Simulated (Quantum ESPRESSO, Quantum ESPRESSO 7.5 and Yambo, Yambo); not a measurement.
# A GW chain in Yambo: BAs (F-43m)

Aim: the G0W0 gap of BAs (F-43m) on PBE, step by step.

Method: PBE and many-body steps on it, plane waves, in Quantum ESPRESSO 7.5 and Yambo 5.3.0.

**Experimental background.**

- Gap 1.82 eV: indirect optical gap from absorption edge; UV-visible absorption; 300 K; bulk crystal (single crystal grown by chemical vapor transport) (“Basic Physical Properties of Cubic Boron Arsenide”, 2019, arxiv:1911.11281).

- Gap 4.12 eV: direct gap from square of absorption coefficient, average of two samples; spectroscopic ellipsometry; 300 K; bulk crystal (CVT-grown opaque bulk crystals) (“Optical properties of cubic boron arsenide”, 2019, arxiv:1911.04914).

- Gap 2.02 eV: indirect gap from square root of absorption coefficient, average of three samples; transmission and reflection spectroscopy; 300 K; bulk crystal (CVT-grown platelets about 10 um thick) (“Optical properties of cubic boron arsenide”, 2019, arxiv:1911.04914).

Report form: the programs' logs are mostly left out.

### 1. The starting structure

The structure is cubic, space group F-43m (No. 216). The conventional cell has a = 4.777 Å, b = 4.777 Å, c = 4.777 Å, α = 90.00°, β = 90.00°, γ = 90.00°. Nearest to B lie 4 As at 2.07 Å. As has 4 B at 2.07 Å nearest. Farther neighbours are not listed.

Structure file:

```cif
data_structure
_symmetry_space_group_name_H-M 'P 1'
_symmetry_Int_Tables_number 1
_cell_length_a 3.3778
_cell_length_b 3.3778
_cell_length_c 3.3778
_cell_angle_alpha 60.000
_cell_angle_beta 60.000
_cell_angle_gamma 60.000
_cell_volume 27.25
loop_
_atom_site_label
_atom_site_type_symbol
_atom_site_fract_x
_atom_site_fract_y
_atom_site_fract_z
_atom_site_occupancy
B1 B 0.00000 0.00000 0.00000 1
As2 As 0.25000 0.25000 0.25000 1
```

The cell and positions come from the Crystallography Open Database and are kept as given unless a step says otherwise.

### 2. Ground state

This step: Quantum ESPRESSO 7.5; DFT, PBE, plane waves, norm-conserving pseudopotentials.

The ground-state density comes first.

Input file pw.in:

```
&control
  calculation = 'scf'
  prefix = 'x'
  outdir = 'o'
  pseudo_dir = 'pseudo'
/
&system
  ibrav = 0
  nat = 2
  ntyp = 2
  ecutwfc = 76.0
  nbnd = 14
  force_symmorphic = .true.
/
&electrons
  conv_thr = 1e-10
  electron_maxstep = 80
  mixing_beta = 0.5
/
ATOMIC_SPECIES
  B 10.81 B.upf
  As 74.922 As.upf
CELL_PARAMETERS angstrom
  -0.0000000000 2.3885000000 2.3885000000
  2.3885000000 -0.0000000000 2.3885000000
  2.3885000000 2.3885000000 -0.0000000000
ATOMIC_POSITIONS crystal
  B 0.0000000000 0.0000000000 0.0000000000
  As 0.2500000000 0.2500000000 0.2500000000
K_POINTS automatic
  8 8 8 0 0 0
```

Launch:

```bash
$ OMP_NUM_THREADS=1 mpirun -n 4 pw.x -nk 4 -in pw.in > pw.out
```

Wall time 4.4 s (4 MPI ranks of Arm Neoverse V1, shared host); peak memory 0.21 GiB; 17 s of CPU time.

Numbers from this step:

```
total energy               : -2966.2869 eV
gap                        : 1.209 eV
k of the valence top       : 0, 0, 0
k of the conduction bottom : 0, 0.375, 0.375
least direct gap           : 3.292 eV
```

The gap is indirect, with the least direct gap 2.08 eV higher.

### 3. Bands along the symmetry lines

Levels along a band path, at the cheap level, show where the edges lie and whether the meshes to come will hold them.

Input file pw.in:

```
&control
  calculation = 'bands'
  prefix = 'x'
  outdir = 'o'
  pseudo_dir = 'pseudo'
/
&system
  ibrav = 0
  nat = 2
  ntyp = 2
  ecutwfc = 76.0
  nbnd = 15
  force_symmorphic = .true.
/
&electrons
  conv_thr = 1e-9
  electron_maxstep = 80
  diago_full_acc = .true.
  diago_thr_init = 5e-6
/
ATOMIC_SPECIES
  B 10.81 B.upf
  As 74.922 As.upf
CELL_PARAMETERS angstrom
  -0.0000000000 2.3885000000 2.3885000000
  2.3885000000 -0.0000000000 2.3885000000
  2.3885000000 2.3885000000 -0.0000000000
ATOMIC_POSITIONS crystal
  B 0.0000000000 0.0000000000 0.0000000000
  As 0.2500000000 0.2500000000 0.2500000000
K_POINTS crystal
  50
  0.00000000 0.00000000 0.00000000 1
  -0.06250000 -0.06250000 0.00000000 1
  -0.12500000 -0.12500000 0.00000000 1
  -0.18750000 -0.18750000 0.00000000 1
  -0.25000000 -0.25000000 0.00000000 1
  -0.31250000 -0.31250000 0.00000000 1
  -0.37500000 -0.37500000 0.00000000 1
  -0.43750000 -0.43750000 0.00000000 1
  -0.50000000 -0.50000000 0.00000000 1
  -0.48437500 -0.48437500 0.03125000 1
  -0.46875000 -0.46875000 0.06250000 1
  -0.45312500 -0.45312500 0.09375000 1
  -0.43750000 -0.43750000 0.12500000 1
  -0.42187500 -0.42187500 0.15625000 1
  -0.40625000 -0.40625000 0.18750000 1
  -0.39062500 -0.39062500 0.21875000 1
  -0.37500000 -0.37500000 0.25000000 1
  -0.37500000 0.00000000 0.37500000 1
  -0.32812500 0.00000000 0.32812500 1
  -0.28125000 0.00000000 0.28125000 1
  -0.23437500 0.00000000 0.23437500 1
  -0.18750000 0.00000000 0.18750000 1
  -0.14062500 0.00000000 0.14062500 1
  -0.09375000 0.00000000 0.09375000 1
  -0.04687500 0.00000000 0.04687500 1
  0.00000000 0.00000000 0.00000000 1
  0.00000000 0.00000000 0.06250000 1
  0.00000000 0.00000000 0.12500000 1
  0.00000000 0.00000000 0.18750000 1
  0.00000000 0.00000000 0.25000000 1
  0.00000000 0.00000000 0.31250000 1
  0.00000000 0.00000000 0.37500000 1
  0.00000000 0.00000000 0.43750000 1
  -0.00000000 -0.00000000 0.50000000 1
  -0.06250000 -0.03125000 0.46875000 1
  -0.12500000 -0.06250000 0.43750000 1
  -0.18750000 -0.09375000 0.40625000 1
  -0.25000000 -0.12500000 0.37500000 1
  -0.31250000 -0.15625000 0.34375000 1
  -0.37500000 -0.18750000 0.31250000 1
  -0.43750000 -0.21875000 0.28125000 1
  -0.50000000 -0.25000000 0.25000000 1
  -0.50000000 -0.28125000 0.21875000 1
  -0.50000000 -0.31250000 0.18750000 1
  -0.50000000 -0.34375000 0.15625000 1
  -0.50000000 -0.37500000 0.12500000 1
  -0.50000000 -0.40625000 0.09375000 1
  -0.50000000 -0.43750000 0.06250000 1
  -0.50000000 -0.46875000 0.03125000 1
  -0.50000000 -0.50000000 0.00000000 1
```

The job ended after 2.7 s (4 MPI ranks; peak memory 0.18 GiB; 11 s of CPU time).

This step gave:

| Property | Result |
| --- | --- |
| gap | 1.209 eV |
| k of the valence top | 0, 0, 0 |
| k of the conduction bottom | -0.375, -0.375, 0 |
| least direct gap | 3.292 eV |

The gap is 1.209 eV, as in the run before at this level.

Electronic bands along the path, in eV, zero at the top of the highest filled band:

```tsv
point	band 6	band 7	band 8	band 9	band 10	band 11	band 12	band 13
Γ	-15.40	0.00	0.00	0.00	3.29	3.29	3.29	4.69
halfway	-14.05	-4.10	-2.70	-2.70	1.67	4.55	7.42	7.42
X	-11.22	-8.51	-4.07	-4.07	1.45	1.46	11.39	11.39
halfway	-11.19	-8.41	-4.90	-3.92	1.61	2.81	10.72	10.82
U	-11.26	-8.13	-5.94	-3.48	2.06	5.57	9.24	9.78
jump to K	-11.26	-8.13	-5.94	-3.48	2.06	5.57	9.24	9.78
halfway	-13.91	-5.13	-3.78	-1.13	3.99	4.92	5.80	7.02
Γ	-15.40	0.00	0.00	0.00	3.29	3.29	3.29	4.69
halfway	-14.40	-4.93	-1.15	-1.15	3.08	4.67	4.67	7.92
L	-12.53	-8.77	-1.82	-1.82	2.70	4.81	4.81	8.91
halfway	-11.96	-8.28	-4.55	-3.07	3.99	4.79	7.48	9.06
W	-11.06	-8.05	-5.48	-5.18	5.28	5.95	6.83	7.06
halfway	-11.14	-8.31	-4.81	-4.69	2.91	3.02	9.72	10.01
X	-11.22	-8.51	-4.07	-4.07	1.45	1.46	11.39	11.39
```

### 4. Empty states on the mesh, 6×6×6 mesh, 80 bands

The sums over transitions need many empty states on a uniform mesh; this step solves for them.

Input file pw.in:

```
&control
  calculation = 'nscf'
  prefix = 'x'
  outdir = 'o'
  pseudo_dir = 'pseudo'
/
&system
  ibrav = 0
  nat = 2
  ntyp = 2
  ecutwfc = 76.0
  nbnd = 80
  force_symmorphic = .true.
/
&electrons
  conv_thr = 1e-9
  electron_maxstep = 80
  diago_full_acc = .true.
  diago_thr_init = 5e-6
/
ATOMIC_SPECIES
  B 10.81 B.upf
  As 74.922 As.upf
CELL_PARAMETERS angstrom
  -0.0000000000 2.3885000000 2.3885000000
  2.3885000000 -0.0000000000 2.3885000000
  2.3885000000 2.3885000000 -0.0000000000
ATOMIC_POSITIONS crystal
  B 0.0000000000 0.0000000000 0.0000000000
  As 0.2500000000 0.2500000000 0.2500000000
K_POINTS automatic
  6 6 6 0 0 0
```

The job ended after 5 s (4 MPI ranks; peak memory 0.22 GiB).

Numbers from this step:

| Item | Value |
| --- | --- |
| gap | 1.294 eV |
| k of the valence top | 0, 0, 0 |
| k of the conduction bottom | 0, 0.3333, 0.3333 |
| least direct gap | 3.292 eV |
| k points computed | 16 |
| lowest point of the top converged band, above the valence top | 94.3079 eV |

On this mesh the gap is 1.294 eV. The earlier step found 1.209 eV, so this mesh misses an edge.

### 5. Conversion and set-up

This step: Yambo 5.3.0; conversion and set-up on PBE, plane waves, norm-conserving pseudopotentials.

The states are converted to the many-body program's format and the q mesh is built.

Launch:

```bash
$ (cd o/x.save; p2y > p2y.log; mv SAVE ../..); yambo > setup.log
```

The job ended after 2.3 s (1 MPI rank; peak memory 0.24 GiB).

### 6. Screening and self-energy, 6×6×6 mesh, 80 bands, screening to 142.9 eV

G0W0 replaces the xc potential by the self-energy, built once from these orbitals. Only a window of levels is corrected, while the sums run over the empty bands that the input names.

This step: G0W0 on PBE, plane waves, norm-conserving pseudopotentials.

Input file gw1.in:

```
HF_and_locXC
gw0
dyson
ppa
em1d
rim_cut
RandQpts= 1000000
RandGvec= 1 RL
EXXRLvcs= 76 Ry
VXCRLvcs= 304 Ry
Chimod= "HARTREE"
% BndsRnXp
 1 | 80 |
%
NGsBlkXp= 10.5 Ry
% LongDrXp
 1 | 1 | 1 |
%
% GbndRnge
 1 | 80 |
%
DysSolver= "n"
ExtendOut
PPAPntXp= 27.21138 eV
% QPkrange
 1 | 1 | 8 | 11 |
 10 | 10 | 8 | 11 |
%
```

Launch:

```bash
$ OMP_NUM_THREADS=1 mpirun -n 4 yambo -F gw1.in -J gw1 -C gw1 > gw1.log
```

The job ended after 95 s (4 MPI ranks; peak memory 1.4 GiB).

Numbers from this step:

```
G0W0 gap on the points computed              : 2.155 eV
starting gap on the mesh                     : 1.294 eV
k of the valence top                         : 0, 0, 0
k of the conduction bottom                   : 0, 0.3333, 0.3333
least direct G0W0 gap on the computed points : 4.091 eV
Z at the valence top                         : 0.8056
Z at the conduction bottom                   : 0.8146
```

The gap on the mesh goes from 1.29 eV to 2.15 eV, a correction of +0.86 eV. The start differs from the 1.21 eV found before because the two sample other k points.

Limits: finite bands, cutoff and mesh; exchange with frozen shells missing; no spin-orbit coupling. v1 is the top filled band, c1 the lowest empty one. The levels before and after the correction (eV, zero at the valence-band top of each column):

```tsv
	conduction bottom	valence top
Kohn-Sham	1.29	0.00
G0W0	2.15	0.00
```

```tsv
	level	energy (eV)
Kohn-Sham	Γ v2-v1	0.000
Kohn-Sham	Γ c1-c2	3.292
Kohn-Sham	(0 0.333 0.333) v2-v1	-3.451
Kohn-Sham	(0 0.333 0.333) c1	1.294
Kohn-Sham	(0 0.333 0.333) c2	3.157
G0W0	Γ v2-v1	0.000
G0W0	Γ c1-c2	4.091
G0W0	(0 0.333 0.333) v2-v1	-3.719
G0W0	(0 0.333 0.333) c1	2.155
G0W0	(0 0.333 0.333) c2	4.076
```

### 7. Where the time went

Times are wall times on the hardware named with each run, good to a factor of about two.

```tsv
step	time	share	memory (GiB)
ground state	4.4 s	4 %	0.21
bands along the symmetry lines	2.7 s	2 %	0.18
empty states on the mesh	5 s	5 %	0.22
conversion and set-up	2.3 s	2 %	0.24
screening and self-energy	95 s	87 %	1.4
```

### 8. Outcome

```
PBE gap                              : 1.21 eV, indirect
G0W0 gap on the mesh                 : 2.15 eV
G0W0 gap over the zone (rigid shift) : 2.07 eV
GW settings                          : 6×6×6 mesh, 80 bands, screening to 142.9 eV, Godby-Needs plasmon pole
known limits                         : not at the basis limit; exchange with frozen shells missing; no spin-orbit coupling
```

What this shows: G0W0 moves the gap on the mesh from 1.29 eV to 2.15 eV (+0.86 eV), with Z of 0.81 and 0.81 at the edges. The mesh misses the band edges by 0.08 eV in all; a rigid shift gives 2.07 eV for the zone. Only 2 of the mesh's irreducible points were corrected, so a valley elsewhere could overtake. The dearest step here is «screening and self-energy». Against experiment, by G0W0@PBE: the gap of 2.07 eV lies +0.25 eV from the measured 1.82 eV (indirect, 300 K, 2019); the direct gap of 4.09 eV lies −0.03 eV from the measured 4.12 eV (direct, 300 K, 2019); the gap of 2.07 eV lies +0.05 eV from the measured 2.02 eV (indirect, 300 K, 2019). An exciton line or allowed optical edge lies below the quasiparticle gap by the binding energy; a forbidden edge can push the onset above it. The calculation has static nuclei and no excitons; a measured gap holds zero-point and thermal motion, which mostly lowers it. Bands and cutoff are finite, so the gap is not at the basis limit. The miss can reach some tenths of an eV and take either sign; the mesh is an error of its own. In the G0W0 run levels were corrected at 2 k points alone, so a gap called «on the mesh» is the least over those, and an edge elsewhere would be missed. A denser mesh or path gives a starting gap of 1.21 eV: the GW mesh misses a band edge, so its gaps are not the fundamental one. The norm-conserving file of at least one element keeps a d shell over frozen s and p shells of the same row. Exchange with those shells is missing from the self-energy, an error of 0.3 to 0.9 eV in cases checked, whose sign depends on which edge lies on those atoms. The many-body steps are scalar-relativistic: spin-orbit coupling is not in them.

[Paths, hosts, dates, memory and timing lines, banners, echoed tables and standing remarks are left out of the program output.]

[Logs are printed without paths, hosts, clocks, repeated set-up lines and the standing remarks that a program may print on its own settings, such as how far it seeks lower states.]

[Runs of the session that timed out or met a known fault of the program may be left out.]

[Hosts, paths, dates, database ids (printed as entryN), source tags and the programs' standing remarks are cut or masked in the printed files.]
